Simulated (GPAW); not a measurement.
# Core-hole calculation of the B K edge in YCo3B2 (P6/mmm), part 2 of 2

Aim: the near-edge shape at the B K edge of YCo3B2 (P6/mmm), and what the core hole does to it.

GPAW 26.7.0; X-ray absorption from dipole matrix elements to empty bands, plane-wave PAW LDA.

So far. Step 5 (Spectrum with XCH, B atom 5): Main maxima below 24 eV (height): 1.2 eV (1.45), 3.8 eV (2.08), 5.7 eV (1.76), 11.9 eV (1.03), 15.8 eV (1.11) and 20.1 eV (0.72).  Step 5 (Spectrum with XCH, B atom 5): The total-energy difference is 184.91 eV.

## 7. Spectrum with XCH, B atom 5

A smaller cell brings the holes closer; here they are 3.0 Å apart.

Changed against the first core-hole run: supercell atoms from 18 to 6; the field's mesh follows (3×3×3 to 6×4×4).

xas.py

```python
import numpy as np
from ase import Atoms
from ase.parallel import parprint, paropen
from gpaw import GPAW, PW, FermiDirac, Mixer, MixerDif, setup_paths
from gpaw.test import gen
setup_paths.insert(0, '.')
gen('B', name='fch1s', xcname='LDA', corehole=(1, 0, 1), write_xml=True)
from gpaw.mpi import world
world.barrier()

atoms = Atoms('YCo3B2',
    cell=[[0, 0, -3.038],
     [2.5165, -4.35870586, 0],
     [-2.5165, -4.35870586, 0]],
    scaled_positions=[[0, 0, 0],
     [0.5, 0.5, 0],
     [0.5, 0, 0.5],
     [0.5, 0.5, 0.5],
     [0, 0.33333333, 0.33333333],
     [0, 0.66666667, 0.66666667]],
    magmoms=[0.0, 3.0, 3.0, 3.0, 0.0, 0.0],
    pbc=True)
atoms.calc = calc = GPAW(legacy_gpaw=True, mode=PW(430), xc='LDA', setups={4: 'fch1s'},
    kpts={'size': (6, 4, 4), 'gamma': True}, occupations=FermiDirac(0.1),
    charge=-1, mixer=MixerDif(0.05, 8, 50), maxiter=150,
    convergence={'density': 0.0001}, txt='scf.txt')
energy = atoms.get_potential_energy() + calc.get_reference_energy()
ef = calc.get_fermi_level()
out = dict(energy=energy, fermi=ef, forces=atoms.get_forces().tolist(), magmoms=atoms.get_magnetic_moments().tolist())
parprint(f'all-electron energy {energy:.4f} eV, Fermi level {ef:.4f} eV')
ev = np.array([[calc.get_eigenvalues(k, s) for k in range(len(calc.get_ibz_k_points()))] for s in range(calc.get_number_of_spins())])
out['homo'], out['lumo'], out['counts'] = ev[ev < ef].max(), ev[ev > ef].min(), sorted(set((ev < ef).sum((0, 2)).tolist()))
out['filled'] = (ev[:, 0] < ef).sum(1).tolist()

from ase.units import Ha
from gpaw.xas import dipole_matrix_elements
nb = int(calc.get_number_of_electrons() / 2) + 63
top, nb = nb, nb + 8 + nb // 12
nscf = calc.fixed_density(kpts={'size': (7, 5, 5), 'gamma': True}, nbands=nb,
    convergence={'bands': top, 'eigenstates': 1e-5}, maxiter=60, txt='nscf.txt')
cell = atoms.cell.array
ops = [cell.T @ U.T @ np.linalg.inv(cell.T) for U in nscf.wfs.kd.symmetry.op_scc]
E = np.arange(-6, 34, 0.1)
fwhm = np.interp(E, [4, 25], [0.9, 3.5])
Y, X, zero, highest = 0, 0, 1e9, 1e9
for spin in range(nscf.get_number_of_spins()):
    wfs = nscf.wfs
    A = dipole_matrix_elements(wfs.setups[4])
    eps = np.zeros((wfs.kd.nibzkpts, nb))
    d = np.zeros((3, A.shape[1], wfs.kd.nibzkpts, nb), complex)
    for kpt in wfs.kpt_u:
        if kpt.s == spin and 4 in kpt.P_ani:
            eps[kpt.k] = kpt.eps_n * Ha
            d[:, :, kpt.k] = (kpt.weight * wfs.nspins / 2) ** 0.5 * np.inner(A, kpt.P_ani[4])
    world.sum(eps)
    world.sum(d)
    T = np.einsum('amkn,bmkn->abkn', d, d.conj()).real
    T = sum(np.einsum('ai,ijkn,bj->abkn', R, T, R) for R in ops) / len(ops)
    empty = eps > ef
    zero, highest = min(zero, eps[empty].min()), min(highest, eps[:, top - 1].min())
    lines = [(eps, T, empty)] if spin == 0 else lines + [(eps, T, empty)]
for eps, T, empty in lines:
    f = np.einsum('aakn->akn', T).reshape(3, -1)
    x = eps.ravel() - zero
    w = np.interp(x, E, fwhm) / 2.35482
    g = np.exp(-0.5 * ((E[:, None] - x) / w) ** 2) / (w * (2 * np.pi) ** 0.5)
    Y = Y + (f * empty.ravel()) @ g.T
    X = X + (f * ~empty.ravel()) @ g.T
out.update(E=E.round(2).tolist(), xas=Y.tolist(), xes=X.tolist(), zero=zero, valid=highest - zero, nk=len(eps), nb=nb)
for i in range(0, len(E), 10):
    parprint(f'{E[i]:7.2f}', *(f'{v:10.3e}' for v in Y[:, i]))
import json
with paropen('out.json', 'w') as f:
    json.dump(out, f)
```

The run is started by

```console
OMP_NUM_THREADS=1 mpirun -n 4 gpaw python xas.py
```

The job ended after 44 s (4 MPI ranks of Intel Xeon Platinum 8559C (Emerald Rapids), shared host; peak memory 0.38 GiB).

These settings depart from the first run's and aren't meant as converged.

The scaled spectrum changes by 12 % r.m.s. The highest intensity below 16 eV goes from 3.8 eV (2.08) to 3.7 eV (2.09).

| E (eV) | first run | this run |
| --- | --- | --- |
| -2.0 | 0.00 | 0.00 |
| -0.5 | 0.09 | 0.09 |
| 1.0 | 1.40 | 1.54 |
| 2.5 | 1.12 | 0.96 |
| 4.0 | 2.05 | 1.95 |
| 5.5 | 1.73 | 1.58 |
| 7.0 | 0.91 | 0.76 |
| 8.5 | 0.28 | 0.36 |
| 10.0 | 0.54 | 0.77 |
| 11.5 | 1.00 | 1.01 |
| 13.0 | 0.90 | 0.86 |
| 14.5 | 0.95 | 1.03 |
| 16.0 | 1.10 | 1.00 |
| 17.5 | 0.73 | 0.67 |
| 19.0 | 0.66 | 0.69 |
| 20.5 | 0.71 | 0.67 |
| 22.0 | 0.59 | 0.55 |
| 23.5 | 0.51 | 0.48 |
| 25.0 | 0.47 | 0.46 |
| 26.5 | 0.44 | 0.45 |
| 28.0 | 0.47 | 0.48 |
| 29.5 | 0.45 | 0.43 |
| 31.0 | 0.36 | 0.35 |

## 8. With and without the hole

Both curves are counted from their own zero, so only the shift of weight within the empty states shows.

| E (eV) | no hole | XCH |
| --- | --- | --- |
| -2.0 | 0.00 | 0.00 |
| -1.0 | 0.00 | 0.00 |
| 0.0 | 0.28 | 0.45 |
| 1.0 | 0.72 | 1.40 |
| 2.0 | 0.84 | 1.08 |
| 3.0 | 0.59 | 1.36 |
| 4.0 | 1.13 | 2.05 |
| 5.0 | 1.44 | 1.58 |
| 6.0 | 1.84 | 1.68 |
| 7.0 | 1.92 | 0.91 |
| 8.0 | 1.13 | 0.34 |
| 9.0 | 0.44 | 0.31 |
| 10.0 | 0.44 | 0.54 |
| 11.0 | 0.59 | 0.88 |
| 12.0 | 0.83 | 1.03 |
| 13.0 | 0.98 | 0.90 |
| 14.0 | 0.91 | 0.89 |
| 15.0 | 1.01 | 1.03 |
| 16.0 | 1.31 | 1.10 |
| 17.0 | 1.30 | 0.87 |
| 18.0 | 1.00 | 0.65 |
| 19.0 | 0.86 | 0.66 |
| 20.0 | 0.92 | 0.72 |
| 21.0 | 0.96 | 0.68 |
| 22.0 | 0.89 | 0.59 |
| 23.0 | 0.79 | 0.53 |
| 24.0 | 0.71 | 0.50 |
| 25.0 | 0.65 | 0.47 |
| 26.0 | 0.60 | 0.44 |
| 27.0 | 0.57 | 0.44 |
| 28.0 | 0.58 | 0.47 |
| 29.0 | 0.60 | 0.47 |
| 30.0 | 0.57 | 0.43 |
| 31.0 | 0.48 | 0.36 |
| 32.0 | 0.41 | 0.34 |

With each curve scaled to its own mean, the area from −2 to 6 eV with the hole is 8.8 against 5.9, and the centre of weight from −1 to 20 eV moves by -1.2 eV: the hole pulls the absorber's empty states down.

## 9. Outcome

| Quantity | Value |
| --- | --- |
| absorber and edge | B K, atom 5 of the ground-state input (counted from 1) |
| surroundings | 6 Co at 2.10 Å (distorted trigonal prismatic, site symmetry -6m2) |
| highest intensity below 16 eV | 3.8 eV above the zero, height 2.08 |
| photon energy of the zero (spin-polarised hole, raw) | 184.9 eV (LDA puts this hole about 2 eV below PBE, itself good to a few eV) |

In words: The B K edge of atom 5, with 6 Co at 2.10 Å (distorted trigonal prismatic, site symmetry -6m2), has its highest intensity of the first 16 eV at 3.8 eV above the zero, near 189 eV in photon energy (LDA puts this hole about 2 eV below PBE, itself good to a few eV), 2.1 times the mean level of the first 20 eV (Gaussian full width 0.9 eV up to 4 eV, rising linearly to 3.5 eV at 25 eV). With each curve scaled to its own mean, the area from −2 to 6 eV with the hole is 8.8 against 5.9, and the centre of weight from −1 to 20 eV moves by -1.2 eV: the hole pulls the absorber's empty states down. A cell with holes 3.0 Å apart changes the curve by 12 % r.m.s. (9 % after the best shift). At the B K edge of atom 5 polarisation matters most near 3.6 eV, where the curves differ by 1.7 on this scale. The hole lies in one spin channel, while the script sums the empty states of both and takes the lower zero; where the two channels are split, this blurs and shifts the curve. The starting moments shrank to 0.00 μB or less, so this is hardly a magnetic state. The holes are only 5.9 Å apart, so the shape is probably not converged with cell size; no larger cell was run here. The mesh is coarse (0.27 Å⁻¹ between points), so small maxima may be mesh ripples. The structure is a published determination, not relaxed.

[Logs are printed without paths, hosts, clocks, repeated set-up lines and the standing remarks that a program may print on its own settings, such as how far it seeks lower states.]

[Hosts, paths, dates, database ids (printed as entryN), source tags and the programs' standing remarks are cut or masked in the printed files.]

[Lists of maxima count a maximum above −3 eV only where it reaches 4 % of the highest in the window and stands out from its surroundings by 2 % of it (1.5 % where it reaches 55 %); shoulders and weaker maxima are passed over, and of the rest the first, up to two pre-edge ones and the few strongest are named.]
